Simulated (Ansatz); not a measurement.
**Debugging a many-body input for In2O3 (R-3c)**

Aim: the G0W0 gap of In2O3 (R-3c). The first input has a fault.

Main program and level: Ansatz 0.2.0; G0W0 on LDA, plane waves, PAW.

### Step 1. The structure

It takes space group R-3c (No. 167, trigonal). The conventional cell has a = 5.487 Å, b = 5.487 Å, c = 14.510 Å, α = 90.00°, β = 90.00°, γ = 120.00°. Nearest to In lie 6 O at 2.12 to 2.26 Å. O has 4 In at 2.12 to 2.26 Å nearest. Farther neighbours and most contacts between anions are not listed.

As a file:

```cif
data_structure
_symmetry_space_group_name_H-M 'P 1'
_symmetry_Int_Tables_number 1
_cell_length_a 5.7818
_cell_length_b 5.7818
_cell_length_c 5.7818
_cell_angle_alpha 56.655
_cell_angle_beta 56.655
_cell_angle_gamma 56.655
_cell_volume 126.11
loop_
_atom_site_label
_atom_site_type_symbol
_atom_site_fract_x
_atom_site_fract_y
_atom_site_fract_z
_atom_site_occupancy
In1 In 0.35731 0.35731 0.35731 1
In2 In 0.14269 0.14269 0.14269 1
In3 In 0.64269 0.64269 0.64269 1
In4 In 0.85731 0.85731 0.85731 1
O5 O 0.54800 0.95200 0.25000 1
O6 O 0.25000 0.54800 0.95200 1
O7 O 0.95200 0.25000 0.54800 1
O8 O 0.45200 0.04800 0.75000 1
O9 O 0.75000 0.45200 0.04800 1
O10 O 0.04800 0.75000 0.45200 1
```

The cell and positions come from the Crystallography Open Database and are kept as given unless a step says otherwise. This is not the form that In2O3 usually takes at ambient conditions. The default PAW set here is soft_2. Its files were made with PBE.

### Step 2. First try

The input, input.yaml:

```yaml
crystal:
  lattice:
    - [2.7435, 1.5839604635, 4.8366666667]
    - [-2.7435, 1.5839604635, 4.8366666667]
    - [0.0, -3.167920927, 4.8366666667]
  atoms:
    - { symbol: In, position: [0.35731, 0.35731, 0.35731] }
    - { symbol: In, position: [0.14269, 0.14269, 0.14269] }
    - { symbol: In, position: [0.64269, 0.64269, 0.64269] }
    - { symbol: In, position: [0.85731, 0.85731, 0.85731] }
    - { symbol: O, position: [0.548, 0.952, 0.25] }
    - { symbol: O, position: [0.25, 0.548, 0.952] }
    - { symbol: O, position: [0.952, 0.25, 0.548] }
    - { symbol: O, position: [0.452, 0.048, 0.75] }
    - { symbol: O, position: [0.75, 0.452, 0.048] }
    - { symbol: O, position: [0.048, 0.75, 0.452] }
kpoints:
  mp_grid: { grid: [1, 1, 1] }
hamiltonian:
  xc: lda
scf:
  occupations: { method: fixed }
gw:
  n_empty_bands: 204
  ecut_chi: 80
  qp_bands: [v3, c3]
  qp_kpoints: band_edges
  screening: { model: contour_deformation }
```

On the command line:

```console
> ansatz run input.yaml --threads 8 --pin off --max-ram 55296MiB --backend cuda --events-out ev --progress --plain --runs-dir out --devices 1 --max-vram 24GiB  # rebuilt from the run's record
```

Numbers of over 12 decimals in the logs are rounded to 6 here.

The log of the run:

```text
GPUs: using 1 of 1 available (devices: 1).
Engine: ansatz 0.2.0, x86_64-unknown-linux-gnu
Pseudopotentials: kind: paw
Pseudopotential: In, paw, valence charge 13, recommended cutoff 420 eV (normal), In.paw.azcp
Pseudopotential: O, paw, valence charge 6, recommended cutoff 420 eV (normal), O.paw.azcp
Functional definition: SPW92
  exchange = slater_x
  correlation = pw_c
device memory: the entry about to start is reckoned to put 1.1 GiB on a device that reports 78.6 GiB free (of which the cap on the GPU budget leaves the run 24.0 GiB)
GPU FFT provider: cuFFT
GPU libraries: cuBLAS 13.8.2, cuFFT 12.4.0, cuSOLVER 12.3.4
Crystal: 10 atoms, lattice volume = 126.109 Å³
Basis set: ecut = 420 eV, 2453 PW (Γ)
Bands: 54, of which v1, the nominal top of the filled ones, is band 44 counted from 1 (43 counted from 0)
Symmetry: 12 space group operations
Space group: R-3c (ITA 167), of the structure as read, at distance tolerance 5.0e-5 Å
k-points: 1
Non-local potential: In, projectors of the file, l = 0: 2, l = 1: 2, l = 2: 2, l = 3: 2
Non-local potential: O, projectors of the file, l = 0: 2, l = 1: 2, l = 2: 1
PAW form: soft (Blöchl's): semilocal exchange-correlation on the pseudo side does not see the compensation charge
PAW frozen core: In, regenerated for the run's functional, and the local potential with it (the file was generated under x = pbe(κ = 0.804, μ = 0.219515), c = pbe(β = 0.066725))
PAW frozen core: O, regenerated for the run's functional, and the local potential with it (the file was generated under x = pbe(κ = 0.804, μ = 0.219515), c = pbe(β = 0.066725))
PAW one-centre angular grid: In, 590 points (default); XC on 64 Gauss nodes
PAW one-centre angular grid: O, 110 points (default); XC on 64 Gauss nodes
Initial density: superposition of atomic densities (neutral atoms: chi_scale 0, normalization atom), corrected by the library's trained network
Initial wavefunctions: pseudopotential atomic-orbital guess
GPU buffer pool allocated for 64000 grid points (all kernels)
GPU transforms: local potential and band sums: pruned to the plane-wave sphere, on 40×40×40
Functional: x = slater, c = lda
SCF iter   1: F=—  HF=-25158.544654 eV  |F-HF|=—  |Δ(HF+E_count)|=         —  Δρ=1.43e-2  dr2=1.04e-1  ethr=1.77e-3  ⟨swp⟩=5.0  Hψ=200  notcnv=0  defer=8
preconditioner: auto → Resta (q_TF=auto, 2.569 Å⁻¹)  ε∞=4.8  [insulator: Δε(μ)=1.039 eV  Ē_g=15.920 eV  n_scr=32 (ndim 8)  ℏωp=31.0 eV  f_vac=0.019  ε∞_Penn≈4.8]
SCF iter   2: F=—  HF=-25158.506892 eV  |F-HF|=—  |Δ(HF+E_count)|=   3.78e-2  Δρ=5.95e-3  dr2=1.56e-2  ethr=1.18e-4  ⟨swp⟩=2.0  Hψ=99  notcnv=0  defer=8
SCF iter   3: F=—  HF=-25158.501585 eV  |F-HF|=—  |Δ(HF+E_count)|=   5.31e-3  Δρ=1.52e-3  dr2=1.69e-3  ethr=1.77e-5  ⟨swp⟩=2.0  Hψ=88  notcnv=0  defer=8
SCF iter   4: F=—  HF=-25158.501283 eV  |F-HF|=—  |Δ(HF+E_count)|=   3.02e-4  Δρ=4.08e-4  dr2=2.14e-4  ethr=1.92e-6  ⟨swp⟩=2.0  Hψ=91  notcnv=0  defer=8
SCF iter   5: F=—  HF=-25158.501244 eV  |F-HF|=—  |Δ(HF+E_count)|=   3.96e-5  Δρ=1.24e-4  dr2=2.71e-5  ethr=2.44e-7  ⟨swp⟩=2.0  Hψ=66  notcnv=0  defer=6
SCF iter   6: F=—  HF=-25158.501240 eV  |F-HF|=—  |Δ(HF+E_count)|=   3.78e-6  Δρ=1.89e-5  dr2=5.54e-7  ethr=3.08e-8  ⟨swp⟩=3.0  Hψ=101  notcnv=0  defer=6
SCF iter   7: F=-25158.501240 eV  HF=-25158.501240 eV  |F-HF|=3.16e-9  |Δ(HF+E_count)|=   5.29e-8  Δρ=3.18e-6  dr2=1.30e-8  ethr=1.14e-10  ⟨swp⟩=8.0  Hψ=187  notcnv=0
SCF 1 converged in 7 iterations: F = -25158.501240 eV  dr2 = 1.30e-8
[...]
device memory: the entry about to start is reckoned to put 1.3 GiB on a device that reports 78.6 GiB free (of which the cap on the GPU budget leaves the run 24.0 GiB)
NSCF: frozen V_eff on 1 k-points
[...]
device memory: the entry about to start is reckoned to put 1.4 GiB on a device that reports 78.6 GiB free (of which the cap on the GPU budget leaves the run 24.0 GiB)
NSCF: frozen V_eff on 1 k-points
G₀W₀ screening: q 1/1
G₀W₀ self-energy: k 1/1
device memory: the entry about to start is reckoned to put 0.8 GiB on a device that reports 78.5 GiB free (of which the cap on the GPU budget leaves the run 24.0 GiB)
NSCF: frozen V_eff on 1 k-points
device memory: the entry about to start is reckoned to put 0.8 GiB on a device that reports 78.5 GiB free (of which the cap on the GPU budget leaves the run 24.0 GiB)
NSCF: frozen V_eff on 1 k-points
device memory: the entry about to start is reckoned to put 0.8 GiB on a device that reports 78.5 GiB free (of which the cap on the GPU budget leaves the run 24.0 GiB)
NSCF: frozen V_eff on 1 k-points
device memory: the entry about to start is reckoned to put 0.8 GiB on a device that reports 78.5 GiB free (of which the cap on the GPU budget leaves the run 24.0 GiB)
NSCF: frozen V_eff on 1 k-points
device memory: the entry about to start is reckoned to put 0.8 GiB on a device that reports 78.5 GiB free (of which the cap on the GPU budget leaves the run 24.0 GiB)
NSCF: frozen V_eff on 1 k-points
device memory: the entry about to start is reckoned to put 0.8 GiB on a device that reports 78.5 GiB free (of which the cap on the GPU budget leaves the run 24.0 GiB)
NSCF: frozen V_eff on 1 k-points
SCF converged after 7 iterations
Free energy (F): -25158.501240 eV
Harris-Foulkes:  -25158.501240 eV  (|F-HF|=3.16e-9)
Internal energy: -25158.501240 eV  (E = F + TS)
E sigma→0 (E₀):  -25158.501240 eV
Fermi energy:    8.742841 eV
--- Per-component energies (eV) ---
  E_band       = 18.317783
  E_kinetic    = 2031.977234
  E_local      = -5873.780847  (includes V_loc(G=0)·N_el)
  E_nonlocal   = 1800.694188
  E_hartree    = 2244.696831
  E_xc         = -1278.122770
  E_vxc        = -951.532997  (∫ρ·V_xc dr)
  E_paw        = -16974.591399  (= ΣΔE_a)
  E_vpaw       = -1478.448002  (= ΣTr[D̂ρ^β])
  E_aug_tail   = 0.015218  (compensation charges beyond the density's cutoff)
  E_ewald      = -7111.109369
  E_core_change = 1.719675  (= ΣΔE_core)
  E_smearing   = -0.000000  (= −TS)
  E_closure    = 0.000000  (closes the sum)
  Σ components = -25158.501240   (vs F -25158.501240, Δ=0.00e0)
--- Band table (eV) ---
  k-point 0: bands = [... 40 lower, 8.5307, 8.5307, 8.7428, 8.7428, 9.8164, 14.0335, 14.7072, 15.8330, ... 6 higher]
--- G₀W₀: contour deformation, 7 samples at zero and on the imaginary axis and 1 off it, 1 q-point, 204 empty bands' worth ---
  eigenvalues of the whole cell's RPA ε∞ on this k-mesh (on a slab, of 1 + 4πα/V) = 47.2487, 47.2487, 60.0452; static W/v taken at q = 0 is 0.019552
  gw.qp_kpoints: band_edges: 1 of 1 stored k-point solved, in 1 pass; an edge of the gap read off the rows below is read off those points alone
    ik  band        ε_KS         Σx   Σc(E_QP)       V_xc       Z   E_QP_lin       E_QP  E_QP is
     0    42      8.5307   -27.3674     6.0696   -21.4550  0.7062     8.6874     8.6879  root
     0    43      8.7428   -28.3459     5.8630   -22.6917  0.7105     8.9507     8.9516  root
     0    44      8.7428   -28.3459     5.8630   -22.6917  0.7105     8.9507     8.9516  root
     0    45      9.8164   -10.8844    -5.4629   -16.8083  0.7488    10.2817    10.2774  root
     0    46     14.0335    -8.5800    -5.7062   -14.8308  0.7493    14.5853    14.5781  root
     0    47     14.7072   -12.4290    -5.6883   -19.1874  0.7516    15.8161    15.7771  root
```

The job ended after 2 s (1 × NVIDIA H100 80GB HBM3 with 8 threads of AMD EPYC 7R13 (Zen 3), shared host; peak memory 1.1 GiB).

Reading the cycles: dr2 is the Hartree energy of the density residual (eV), the measure of convergence; HF is the Harris–Foulkes estimate of the energy, which meets the free energy F at convergence.

**Diagnosis.**

The run ended normally, though the input holds a fault or crude settings.

The fault: G0W0 on a mesh far too coarse. So few points can't sample the density or the screening, and the band edges may lie elsewhere in the zone.

It printed a gap of 1.33 eV, which is an artefact of the settings.

### Step 3. A better input

G0W0 replaces the xc potential by the self-energy, built once from these orbitals. Only a window of levels is corrected, while the sums run over the empty bands that the input names.

Changes to input.yaml since step 2:

```diff
@@ -17,3 +17,3 @@
 kpoints:
-  mp_grid: { grid: [1, 1, 1] }
+  mp_grid: { grid: [4, 4, 4] }
 hamiltonian:
@@ -23,4 +23,4 @@
 gw:
-  n_empty_bands: 204
-  ecut_chi: 80
+  n_empty_bands: 321
+  ecut_chi: 108
   qp_bands: [v3, c3]
```

The log of the run:

```text
GPUs: using 1 of 1 available (devices: 1).
[...]
concurrent solve slots: 7 of 8 are kept, ahead of what memory takes: no pass of the eigensolver takes more rounds on 7
[...]
GPU FFT provider: cuFFT
GPU libraries: cuBLAS 13.8.2, cuFFT 12.4.0, cuSOLVER 12.3.4
Crystal: 10 atoms, lattice volume = 126.109 Å³
Basis set: ecut = 420 eV, 2453 PW (Γ)
Bands: 54, of which v1, the nominal top of the filled ones, is band 44 counted from 1 (43 counted from 0)
[... 1 set-up line as in the run before ...]
[...]
k-points: 13 of 64
[...]
GPU buffer pool allocated for 64000 grid points (all kernels)
[...]
SCF iter   1: F=—  HF=-25161.458859 eV  |F-HF|=—  |Δ(HF+E_count)|=         —  Δρ=1.99e-2  dr2=4.21e-1  ethr=1.77e-3  ⟨swp⟩=4.9  Hψ=2474  notcnv=0  defer=100
[...]
0    44      8.5433   -27.5356     4.4656   -22.7339  0.7437     8.2048     8.2072  root
     0    45      9.7670   -12.6718    -3.2701   -16.7627  0.8144    10.5994    10.5878  root
     0    46     13.9976    -9.3757    -4.4268   -14.8914  0.8060    15.1228    15.0865  root
     0    47     14.6637   -13.1481    -4.5648   -19.1819  0.7859    16.1848    16.1328  root
     1    42      8.1848   -26.8650     4.4536   -22.0560  0.7415     7.8264     7.8293  root
     1    43      8.4155   -26.6406     4.7570   -21.5208  0.7350     8.0497     8.0528  root
[...]
3    47     14.5422   -11.5774    -4.4540   -17.2922  0.7862    15.8492    15.8030  root ?
[...]
6    45     13.6761   -13.9710    -4.0647   -19.2461  0.7828    14.9571    14.8864  root ?
[...]
12    44      8.3946   -26.8800     4.6197   -21.9071  0.7380     8.0386     8.0414  root
    12    45     12.8990   -13.4434    -3.6379   -18.1731  0.7877    14.0300    13.9908  root
    12    46     12.8990   -13.4434    -3.6379   -18.1731  0.7877    14.0300    13.9908  root
    12    47     15.5984   -13.3819    -4.9587   -19.8692  0.7684    17.1945    17.1269  root
[key lines of the parts left out:]
SCF converged after 7 iterations
Free energy (F): -25161.335771 eV
Fermi energy:    8.582943 eV
```

Run time: 11 s. Hardware: 1 × NVIDIA H100 80GB HBM3 with 8 threads; peak memory 1.7 GiB.

Numbers from this step:

| Item | Value |
| --- | --- |
| bands summed | 365 |
| RPA ε∞ on this mesh (eigenvalues) | 5.216, 5.361, 5.361 |
| plane waves in the screening matrix | 327 |
| q-points in the mesh | 64 |
| G0W0 gap on the mesh | 2.356 eV |
| k of the valence top | 0, 0, 0.25 |
| k of the conduction bottom | 0, 0, 0 |
| starting gap on the mesh | 1.184 eV |
| Z at the valence top | 0.7362 |
| Z at the conduction bottom | 0.8144 |
| least direct G0W0 gap on the computed points | 2.381 eV |

The gap on the mesh goes from 1.18 eV to 2.36 eV, a correction of +1.17 eV. Between the two edge states, bare exchange in place of the xc potential would open the gap by 9.18 eV, and correlation takes back 8.01 eV.

### Step 4. What came out

- first try: converged after 2 s
- better run: G0W0 gap on the mesh 2.36 eV (4×4×4 mesh, 321 empty bands, screening to 108 eV)

In words: The second run differs in: mesh, empty bands and screening cutoff (eV). Bands and cutoff are finite, so the gap is not at the basis limit. The miss can reach some tenths of an eV and take either sign; the mesh is an error of its own. The many-body steps are scalar-relativistic: spin-orbit coupling is not in them.

[Paths, hosts, dates, memory and timing lines, banners, echoed tables and standing remarks are left out of the program output.]

[Logs are printed without paths, hosts, clocks, repeated set-up lines and the standing remarks that a program may print on its own settings, such as how far it seeks lower states.]

[Runs of the session that timed out or met a known fault of the program may be left out.]

[Cells called generated may have been cut or substituted from an entry of the Crystallography Open Database or the Materials Project.]

[Hosts, paths, dates, database ids (printed as entryN), source tags and the programs' standing remarks are cut or masked in the printed files.]
